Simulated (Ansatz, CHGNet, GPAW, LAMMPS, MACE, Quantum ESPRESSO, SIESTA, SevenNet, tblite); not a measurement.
# Liquid ethanol at 300 K (108 atoms) in Quantum ESPRESSO

How do the settings of Quantum ESPRESSO change the result for liquid ethanol at 300 K (108 atoms)? A plane-wave run serves as the yardstick.

Method: the method is named at each step, in Quantum ESPRESSO 7.5.

### Step 1. Starting point

The cell holds 108 atoms: 24 C, 12 O and 72 H. Cell: a = 10.513 Å, b = 10.513 Å, c = 10.513 Å, α = 90.0°, β = 90.0°, γ = 90.0°. 12 ethanol placed at random, at 0.79 g/cm³; overlaps pushed apart, then 10 ps at 450 K with MMFF94 bonds, angles, torsions, charges and radii (Halgren, J. Comput. Chem. 17, 490 (1996)) in harmonic and 12-6 forms. Snapshot after 20 ps at 300 K and fixed volume.

The yardstick, on the same geometry:

| Quantity | Value |
| --- | --- |
| method | Kohn-Sham DFT, PBE, PAW, plane waves (Ansatz 0.2.0); cutoff 420 eV, Γ point, fermi-dirac smearing of 0.05 eV; PAW set soft_2 |
| r.m.s. force component | 0.8078 eV/Å |
| longest force | 3.64 eV/Å |
| pressure | 2.451 GPa |
| gap (highest filled to lowest empty level) | 4.514 eV |
| SCF cycles | 9 |
| time | 8.5 s on 4 threads of Arm Neoverse V2, shared host |
| CPU time | 31 s |

### Step 2. PBE, sssp-1.3.0-efficiency, 60/480 Ry

Method: Kohn-Sham DFT, PBE, SSSP efficiency 1.3.0 pseudopotentials, plane waves.

The input, pw.in:

```
&control
  calculation = 'scf'
  pseudo_dir = './pseudo'
  outdir = './tmp'
  disk_io = 'none'
  tprnfor = .true.
  tstress = .true.
/
&system
  ibrav = 0
  nat = 108
  ntyp = 3
  ecutwfc = 60
  ecutrho = 480
  nosym = .true.
  occupations = 'smearing'
  smearing = 'fd'
  degauss = 0.003675
/
&electrons
  conv_thr = 5.4e-07
  electron_maxstep = 100
  mixing_beta = 0.4
  mixing_mode = 'plain'
  diagonalization = 'david'
/
ATOMIC_SPECIES
C 12.011 C.upf
O 15.999 O.upf
H 1.008 H.upf
CELL_PARAMETERS angstrom
10.51326 0.00000 0.00000
0.00000 10.51326 0.00000
0.00000 0.00000 10.51326
ATOMIC_POSITIONS crystal
C 0.27544 0.29160 0.05408
C 0.30346 0.34257 0.92728
O 0.34876 0.47094 0.93940
H 0.35584 0.29179 0.12396
H 0.23112 0.19077 0.04516
H 0.20330 0.35362 0.08011
H 0.21840 0.35610 0.88054
H 0.36296 0.28283 0.85930
H 0.29639 0.50838 0.00616
C 0.95974 0.61083 0.83184
C 0.89950 0.49526 0.77299
O 0.87842 0.40512 0.86707
H 0.04852 0.58389 0.88092
H 0.90200 0.64999 0.91019
H 0.97609 0.68772 0.76326
H 0.96138 0.45391 0.69928
H 0.81093 0.50922 0.73202
H 0.91862 0.32547 0.83783
C 0.25073 0.82965 0.06459
C 0.17158 0.72693 0.13513
O 0.22988 0.60556 0.12086
H 0.26523 0.81136 0.96450
H 0.34509 0.84148 0.10176
H 0.20151 0.92172 0.05954
H 0.08234 0.72278 0.09012
H 0.15378 0.75135 0.23072
H 0.21644 0.57106 0.20724
C 0.74075 0.04733 0.21114
C 0.77603 0.17763 0.17894
O 0.67801 0.27111 0.20044
H 0.68730 0.04426 0.29772
H 0.82287 0.98161 0.22266
H 0.67865 0.00354 0.14133
H 0.81435 0.18937 0.08480
H 0.85979 0.20469 0.23183
H 0.69069 0.34508 0.14602
C 0.31759 0.71205 0.67340
C 0.31356 0.58611 0.60291
O 0.19033 0.54016 0.61931
H 0.40906 0.75326 0.67794
H 0.28070 0.70478 0.77016
H 0.25460 0.78226 0.62611
H 0.37174 0.51363 0.64068
H 0.31588 0.59387 0.50308
H 0.19093 0.49325 0.70343
C 0.44721 0.03179 0.36143
C 0.30985 0.02793 0.40291
O 0.22120 0.02293 0.30201
H 0.48343 0.94138 0.32857
H 0.51582 0.07216 0.43434
H 0.46243 0.09530 0.27903
H 0.29246 0.11366 0.46587
H 0.28620 0.95226 0.47378
H 0.24918 0.95757 0.24014
C 0.04549 0.32913 0.43723
C 0.03045 0.43998 0.34630
[... 48 atom lines left out ...]
H 0.50602 0.68195 0.01251
H 0.60969 0.46130 0.91378
H 0.55194 0.46735 0.06902
H 0.79883 0.46732 0.99388
K_POINTS gamma
```

Started as:

```sh
OMP_NUM_THREADS=1 mpirun -np 2 pw.x -in pw.in > output.txt
```

What it wrote:

```text
Program PWSCF
     gamma-point specific algorithms are used
     Parallelization info
     sticks:   dense  smooth     PW     G-vecs:    dense   smooth      PW
     Min        7534    3760    941               696074   246024   30721
     Max        7535    3761    944               696077   246033   30724
     Sum       15069    7521   1885              1392151   492057   61445
     bravais-lattice index     =            0
     lattice parameter (alat)  =      19.8672  a.u.
     unit-cell volume          =    7841.6746 (a.u.)^3
     number of atoms/cell      =          108
     number of atomic types    =            3
     number of electrons       =       240.00
     number of Kohn-Sham states=          144
     kinetic-energy cutoff     =      60.0000  Ry
     charge density cutoff     =     480.0000  Ry
     scf convergence threshold =      5.4E-07
     mixing beta               =       0.4000
     number of iterations used =            8  plain     mixing
     Exchange-correlation= PBE
                           (   1   4   3   4   0   0   0)
     crystal axes: (cart. coord. in units of alat)
               a(1) = (   1.000000   0.000000   0.000000 )
               a(2) = (   0.000000   1.000000   0.000000 )
               a(3) = (   0.000000   0.000000   1.000000 )
     reciprocal axes: (cart. coord. in units 2 pi/alat)
               b(1) = (  1.000000  0.000000  0.000000 )
               b(2) = (  0.000000  1.000000  0.000000 )
               b(3) = (  0.000000  0.000000  1.000000 )
     PseudoPot. # 1 for C :
     Pseudo is Projector augmented-wave + core cor, Zval =  4.0
     PseudoPot. # 2 for O :
     Pseudo is Projector augmented-wave + core cor, Zval =  6.0
     PseudoPot. # 3 for H :
     Pseudo is Ultrasoft, Zval =  1.0
     atomic species   valence    mass     pseudopotential
     C                 4.00    12.01100     C ( 1.00)
     O                 6.00    15.99900     O ( 1.00)
     H                 1.00     1.00800     H ( 1.00)
     No symmetry found
   Cartesian axes
     number of k points=     1  Fermi-Dirac smearing, width (Ry)=  0.0037
                       cart. coord. in units 2pi/alat
        k(    1) = (   0.0000000   0.0000000   0.0000000), wk =   2.0000000
     Dense  grid:   696076 G-vectors     FFT dimensions: ( 144, 144, 144)
     Smooth grid:   246029 G-vectors     FFT dimensions: ( 100, 100, 100)
     Check: negative core charge=   -0.000001
     Initial potential from superposition of free atoms
     starting charge     239.9983, renormalised to     240.0000
     Starting wfcs are  216 randomized atomic wfcs
     Self-consistent Calculation
     iteration #  1     ecut=    60.00 Ry     beta= 0.40
     total energy              =   -1026.44853210 Ry
     estimated scf accuracy    <      11.54058210 Ry
     iteration #  2     ecut=    60.00 Ry     beta= 0.40
     total energy              =   -1027.57625722 Ry
     estimated scf accuracy    <       1.19206495 Ry
     iteration #  3     ecut=    60.00 Ry     beta= 0.40
     total energy              =   -1027.57931868 Ry
     estimated scf accuracy    <       0.26459241 Ry
     iteration #  4     ecut=    60.00 Ry     beta= 0.40
     total energy              =   -1027.59293990 Ry
     estimated scf accuracy    <       0.01112944 Ry
     iteration #  5     ecut=    60.00 Ry     beta= 0.40
     total energy              =   -1027.59515899 Ry
     estimated scf accuracy    <       0.00138119 Ry
     iteration #  6     ecut=    60.00 Ry     beta= 0.40
     total energy              =   -1027.59547472 Ry
     estimated scf accuracy    <       0.00031217 Ry
     iteration #  7     ecut=    60.00 Ry     beta= 0.40
     total energy              =   -1027.59552445 Ry
     estimated scf accuracy    <       0.00001353 Ry
     iteration #  8     ecut=    60.00 Ry     beta= 0.40
     total energy              =   -1027.59552544 Ry
     estimated scf accuracy    <       0.00000454 Ry
     iteration #  9     ecut=    60.00 Ry     beta= 0.40
     total energy              =   -1027.59552650 Ry
     estimated scf accuracy    <       0.00000061 Ry
     iteration # 10     ecut=    60.00 Ry     beta= 0.40
     End of self-consistent calculation
          k = 0.0000 0.0000 0.0000 ( 30723 PWs)   bands (ev):
   -22.4363 -22.4218 -22.1661 -22.1503 -21.8237 -21.7300 -21.7198 -21.4289
   -21.3802 -21.0658 -21.0498 -20.4814 -15.0115 -14.8849 -14.8358 -14.7721
   -14.7327 -14.6706 -14.6630 -14.5509 -14.4697 -14.3940 -14.2972 -14.0194
   -11.7906 -11.7373 -11.6470 -11.5326 -11.4337 -11.3692 -11.3625 -11.2882
   -11.2226 -11.1337 -11.1018 -10.8121  -9.5987  -9.4035  -9.3848  -9.1559
    -9.0089  -8.9043  -8.7640  -8.3722  -8.2745  -8.2037  -8.1710  -8.1054
    -7.9274  -7.7176  -7.6384  -7.5966  -7.5363  -7.4830  -7.3689  -7.2718
    -7.1477  -7.0819  -6.9921  -6.9137  -6.8144  -6.7045  -6.6758  -6.6429
    -6.6373  -6.4699  -6.3814  -6.3499  -6.1630  -6.1102  -6.0359  -5.8209
    -5.7884  -5.7006  -5.6903  -5.6551  -5.5738  -5.4995  -5.4760  -5.3966
    -5.3745  -5.3094  -5.2768  -5.2116  -5.1758  -5.1307  -5.0901  -4.9548
    -4.9183  -4.8994  -4.8644  -4.8053  -4.7585  -4.6689  -4.6515  -4.6290
    -4.5113  -4.4089  -4.3417  -4.2512  -4.0307  -3.9913  -3.7694  -3.7405
    -3.5518  -3.4516  -3.4049  -3.2824  -2.6816  -2.6578  -2.5741  -2.5620
    -2.4978  -2.4657  -2.2933  -2.1674  -2.1246  -2.0395  -1.9188  -1.7880
     2.7224   3.2100   3.4496   3.5712   3.7088   3.8099   3.9562   4.0625
     4.1345   4.2399   4.3416   4.5024   4.5773   4.6621   4.7488   4.9246
     4.9968   5.0561   5.1520   5.1955   5.2925   5.3801   5.3908   5.4812
     the Fermi energy is     0.5592 ev
!    total energy              =   -1027.59552663 Ry
     estimated scf accuracy    <       0.00000003 Ry
     smearing contrib. (-TS)   =       0.00000000 Ry
     internal energy E=F+TS    =   -1027.59552663 Ry
     The total energy is F=E-TS. E is the sum of the following terms:
     one-electron contribution =    -878.79585685 Ry
     hartree contribution      =     510.56797112 Ry
     xc contribution           =    -252.89723125 Ry
     ewald contribution        =    -144.45227095 Ry
     one-center paw contrib.   =    -262.01813870 Ry
     convergence has been achieved in  10 iterations
     Forces acting on atoms (cartesian axes, Ry/au):
     atom    1 type  1   force =     0.02759790   -0.13237025    0.01041732
     atom    2 type  1   force =     0.09510347    0.01001452   -0.03640238
     atom    3 type  2   force =     0.03732972   -0.01351000   -0.02999156
     atom    4 type  3   force =    -0.01971733   -0.00214562   -0.02243712
     atom    5 type  3   force =     0.02976401    0.05660744    0.01614302
     atom    6 type  3   force =    -0.06731404    0.04140977    0.06293777
     atom    7 type  3   force =    -0.10413245   -0.01498581   -0.05828774
     atom    8 type  3   force =    -0.00193929    0.03143005    0.03655949
     atom    9 type  3   force =    -0.00226566    0.02222286    0.00926905
     atom   10 type  1   force =     0.00591502    0.02371519    0.02028645
     atom   11 type  1   force =     0.07618076    0.00847483   -0.00156990
     atom   12 type  2   force =     0.02127843   -0.06484897    0.03317894
[...]
atom  104 type  3   force =    -0.01836876   -0.04641952   -0.05170356
     atom  105 type  3   force =     0.01128793    0.00948018   -0.01886854
     atom  106 type  3   force =     0.00985935    0.03967022    0.02281519
     atom  107 type  3   force =    -0.01611848   -0.00114888    0.00610269
     atom  108 type  3   force =     0.02337836   -0.01887362   -0.00245521
     Total force =     0.568393     Total SCF correction =     0.000283
     Computing stress (Cartesian axis) and pressure
          total   stress  (Ry/bohr**3)                   (kbar)     P=       24.44
   0.00021063   0.00002665  -0.00002414           30.98        3.92       -3.55
   0.00002665   0.00017610  -0.00007866            3.92       25.91      -11.57
  -0.00002414  -0.00007866   0.00011161           -3.55      -11.57       16.42
     Message from routine punch:
     Nothing written, as per user request (disk_io='none')
```

Elapsed: 1.7 min, on 2 MPI ranks of Arm Neoverse V2, shared host; peak memory 2.9 GiB.

Banners, paths, timers and routine set-up lines are dropped from the logs unmarked, and long logs keep their key lines alone; longer cuts are marked.

Compared with the plane-wave run:

```yaml
r_m_s_force_component: 0.8119 eV/Å
r_m_s_difference_of_force_components: 16.84 meV/Å
longest_difference_of_force_vectors: 65.62 meV/Å
force_difference_over_r_m_s_force: 2.084 %
slope_of_forces_against_the_reference_s: 1.005
correlation_of_force_components: 0.9998
spacing_of_highest_filled_and_lowest_empty_level: 4.51 eV
gap_difference: -0.0032 eV
pressure: 2.444 GPa
pressure_difference: -0.0069 GPa
```

Length of the force difference by element (eV/Å):

```tsv
element	atoms	mean	most
C	24	0.031	0.066
H	72	0.016	0.049
O	12	0.050	0.062
```

Levels nearest the highest filled one (eV from it): -0.89, -0.87, -0.79, -0.77, -0.71, -0.68, -0.51, -0.38, -0.34, -0.25, -0.13, 0.00, 4.51, 5.00, 5.24, 5.36, 5.50, 5.60, 5.74, 5.85, 5.92, 6.03, 6.13, 6.29.

Local excerpt of 10 atoms (numbers count through the whole input) about H4, picked at random; x, y, z are measured from there.

```tsv
atom	x	y	z	distance (Å)	bonds	Fx	Fy	Fz (eV/Å)
H4	0.00	0.00	0.00	0.00	1	-0.51	-0.06	-0.58
C1	-0.85	0.00	-0.73	1.12	4	0.71	-3.40	0.27
H6	-1.60	0.65	-0.46	1.79	1	-1.73	1.06	1.62
H5	-1.31	-1.06	-0.83	1.88	1	0.77	1.46	0.42
C2	-0.55	0.53	-2.07	2.21	4	2.45	0.26	-0.94
H9	-0.63	2.28	-1.24	2.67	1	-0.06	0.57	0.24
O3	-0.07	1.88	-1.94	2.71	2	0.96	-0.35	-0.77
H8	0.07	-0.09	-2.78	2.79	1	-0.05	0.81	0.94
H107	2.06	1.85	-0.58	2.83	1	-0.41	-0.03	0.16
H51	1.12	-2.07	1.63	2.86	1	-0.44	0.13	0.11
```

Forces lie 2.1 % from the reference's, at 6.7 times its CPU time (on 2 against 4 cores).

### Step 3. PBE, gbrv-1.5, 40/200 Ry

Method: Kohn-Sham DFT, PBE, GBRV 1.5 ultrasoft pseudopotentials, plane waves.

The pseudopotential files are exchanged too: ./pseudo now holds the set gbrv-pbe-1.5.

Edit pw.in of step 2 so:

```diff
@@ -12,4 +12,4 @@
   ntyp = 3
-  ecutwfc = 60
-  ecutrho = 480
+  ecutwfc = 40
+  ecutrho = 200
   nosym = .true.
```

What it wrote:

```text
[banner, memory and clock lines left out]
Program PWSCF
     gamma-point specific algorithms are used
     bravais-lattice index     =            0
     lattice parameter (alat)  =      19.8672  a.u.
     unit-cell volume          =    7841.6746 (a.u.)^3
[... lines left out ...]
     number of k points=     1  Fermi-Dirac smearing, width (Ry)=  0.0037
[... lines left out ...]
     total energy              =    -747.08927203 Ry
[... lines left out ...]
     total energy              =    -748.19918464 Ry
[... lines left out ...]
     total energy              =    -748.18085219 Ry
[... lines left out ...]
     total energy              =    -748.19422041 Ry
[... lines left out ...]
     total energy              =    -748.19422132 Ry
[... lines left out ...]
     the Fermi energy is     0.5608 ev
!    total energy              =    -748.19422302 Ry
     estimated scf accuracy    <       0.00000042 Ry
     smearing contrib. (-TS)   =       0.00000000 Ry
     internal energy E=F+TS    =    -748.19422302 Ry
     The total energy is F=E-TS. E is the sum of the following terms:
     one-electron contribution =    -888.13665252 Ry
     hartree contribution      =     511.54439656 Ry
     xc contribution           =    -227.14969605 Ry
     ewald contribution        =    -144.45227102 Ry
     convergence has been achieved in   9 iterations
     Forces acting on atoms (cartesian axes, Ry/au):
     atom    1 type  1   force =     0.03245428   -0.13648653    0.00558230
     atom    2 type  1   force =     0.10210988    0.01050406   -0.02893253
     atom    3 type  2   force =     0.04847524   -0.02034450   -0.04367310
[...]
atom  107 type  3   force =    -0.02018764   -0.00363991    0.00939840
     atom  108 type  3   force =     0.03428725   -0.02254466   -0.01716966
     Total force =     0.588117     Total SCF correction =     0.001413
     Computing stress (Cartesian axis) and pressure
          total   stress  (Ry/bohr**3)                   (kbar)     P=       31.00
   0.00025037   0.00002311  -0.00002616           36.83        3.40       -3.85
   0.00002311   0.00021376  -0.00007510            3.40       31.45      -11.05
  -0.00002616  -0.00007510   0.00016805           -3.85      -11.05       24.72
     Message from routine punch:
     Nothing written, as per user request (disk_io='none')
```

It took 40 s on 2 MPI ranks; peak memory 0.95 GiB; 81 s of CPU time.

Against the reference:

- r.m.s. force component: 0.8401 eV/Å
- r.m.s. difference of force components: 144 meV/Å
- longest difference of force vectors: 539.1 meV/Å
- force difference over r.m.s. force: 17.83 %
- slope of forces against the reference's: 1.025
- correlation of force components: 0.9855
- gap (highest filled to lowest empty level): 4.524 eV
- gap difference: 0.01 eV
- pressure: 3.1 GPa
- pressure difference: 0.6494 GPa

Against the first run (2.1 %), the force difference from the reference is 18 %, at 0.39 times the CPU time.

### Step 4. Side by side

Differences are against the plane-wave reference, forces as r.m.s. over components; share is that over the reference's r.m.s. force, slope the least-squares factor from reference forces to these. Total energies of different programs have different zeros and aren't compared.

```tsv
run	Δ force, r.m.s. (meV/Å)	share (%)	slope	Δ pressure (GPa)	Δ gap (eV)	cores	CPU time	memory (GiB)
reference	-	-	-	-	-	4	31 s	1.1
QE PBE, sssp-1.3.0-efficiency, 60/480 Ry	16.8	2.08	1.005	-0.0069	-0.0032	2	3.4 min	2.9
QE PBE, gbrv-1.5, 40/200 Ry	144	17.8	1.025	0.649	0.01	2	81 s	0.95
```

CPU time is summed over cores on a shared host, where runs went side by side, so it is rough. Symmetry, cutoffs, thresholds, outputs and thread counts weren't matched or tuned between programs; memory under MPI is the largest rank's times the ranks.

### Step 5. What came out

```
nearest in forces : QE PBE, sssp-1.3.0-efficiency, 60/480 Ry, 2.1 %
its CPU time      : 3.4 min
```

**Reading.** PBE on plane waves or a grid with other potentials, cutoffs or grids differs from the reference by 2.1 % (QE PBE, sssp-1.3.0-efficiency, 60/480 Ry) to 18 % (QE PBE, gbrv-1.5, 40/200 Ry) of the r.m.s. force; this holds the reference's own error, so differences of a few per cent don't tell which side is nearer the exact PBE result (QE's 60 Ry are 816 eV, against the reference's 420 eV). QE PBE, gbrv-1.5, 40/200 Ry stands apart from the other plane-wave or grid runs, so its own grid or potentials are the likelier cause. None of the electronic-structure runs in the table takes under half the reference's CPU time of 31 s; they take 2.6 to 6.7 times as much. PBE gaps agree with the reference's 4.51 eV within 0.011 eV. The network of contacts between molecules at the start is that of the classical potential that made the cell, and needn't be the one that DFT or experiment would give. The reference's PBE has no dispersion term, which matters for the binding between molecules or layers. The density was typed from a rule of thumb and may lie off the real one at this temperature. The electronic-structure runs sample only Γ, in a cell whose shortest periodic width is 11 Å.

[Also dropped from logs without a mark: logging warnings of Python, and SIESTA's first energy breakdown and zero terms.]

[Logs are printed without paths, hosts, clocks, repeated set-up lines and the standing remarks that a program may print on its own settings, such as how far it seeks lower states.]

[Hosts, paths, dates, database ids (printed as entryN), source tags and the programs' standing remarks are cut or masked in the printed files.]

[The MMFF94 radii named for the starting cell were scaled by 0.96; in molecules described by MMFF94, hydrogen bound to N, O or S took a small fixed 12-6 site in their place.]
